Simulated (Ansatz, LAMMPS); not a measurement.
**What do other settings change for amorphous Hg33S25Se8 (66 atoms)?**

Density of this cell: 7.67 g/cm³. The cell holds 66 atoms: 33 Hg, 25 S and 8 Se. Cell: a = 12.034 Å, b = 12.034 Å, c = 12.034 Å, α = 90.0°, β = 90.0°, γ = 90.0°. 66 atoms (33 Hg, 25 S, 8 Se) placed at random at 7.67 g/cm³, melted at 2500 K for 10 ps at fixed volume with the Stillinger-Weber II-VI potential (Zhou et al., Phys. Rev. B 88, 085309 (2013)). Quenched from 2500 K to 500 K at 100 K/ps and fixed volume, held 5 ps, then minimised at fixed cell.

Geometry: as built.

Reference run: Kohn-Sham DFT, PBE, PAW (set soft_2, large core), plane waves (Ansatz 0.2.0), cutoff 750 eV, Γ point, gaussian smearing of 0.05 eV.

```
r.m.s. force component                           : 0.388 eV/Å
spacing of highest filled and lowest empty level : 0.099 eV
SCF cycles                                       : 15
time                                             : 59 s on 4 threads of Arm Neoverse V1, shared host
```

Q: Estimate how much each variant changes the results, and its time and memory.
- support functions medium
- support functions low
- support functions medium, radius 4.3 Å
- support functions medium, radius 4.65 Å
- support functions medium, radius 4.96 Å
- support functions medium, radius 5.32 Å
- support functions medium, radius 5.98 Å

Differences are against the run with plane waves at 750 eV (Kohn-Sham DFT, PBE, PAW (set soft_2, large core), plane waves), whose r.m.s. force component is 0.388 eV/Å. Energies are set beside the reference only for runs with its functional, potentials and electron count. Times are for 4 threads of Arm Neoverse V1, shared host.

| run | Δ force, r.m.s. (meV/Å) | share of r.m.s. force (%) | Δ energy (meV/atom) | cycles | time | host memory (GiB) |
| --- | --- | --- | --- | --- | --- | --- |
| reference | - | - | - | 15 | 59 s | 4.2 |
| support functions medium | 0.587 | 0.151 | -0.307 | 19 | 3 min | 3.5 |
| support functions low | 0.618 | 0.159 | -0.307 | 17 | 2.8 min | 3.5 |
| support functions medium, radius 4.3 Å | 0.666 | 0.172 | -0.307 | 20 | 2.7 min | 3.4 |
| support functions medium, radius 4.65 Å | 0.358 | 0.0922 | -0.307 | 19 | 3.5 min | 3.9 |
| support functions medium, radius 4.96 Å | 0.181 | 0.0467 | -0.307 | 19 | 4.4 min | 4.3 |
| support functions medium, radius 5.32 Å | 0.103 | 0.0265 | -0.307 | 19 | 5.8 min | 4.9 |
| support functions medium, radius 5.98 Å | 0.084 | 0.0217 | -0.307 | 19 | 9.5 min | 6.0 |

Among numerical settings the force difference runs from 0.084 meV/Å (support functions medium, radius 5.98 Å) to 0.67 meV/Å (support functions medium, radius 4.3 Å). At 66 atoms the fastest of the runs at a preset level, support functions low, takes 2.9 times the time of plane waves, in 17 SCF cycles against 15. Differences between support functions and plane waves include what basis error the plane-wave run still has. As the radius goes from 4.3 to 5.98 Å, the force difference goes from 0.67 to 0.084 meV/Å, and the time from 2.7 min to 9.5 min. 

[Logs are printed without paths, hosts, clocks, repeated set-up lines and the standing remarks that a program may print on its own settings, such as how far it seeks lower states.]

[Hosts, paths, dates, database ids (printed as entryN), source tags and the programs' standing remarks are cut or masked in the printed files.]
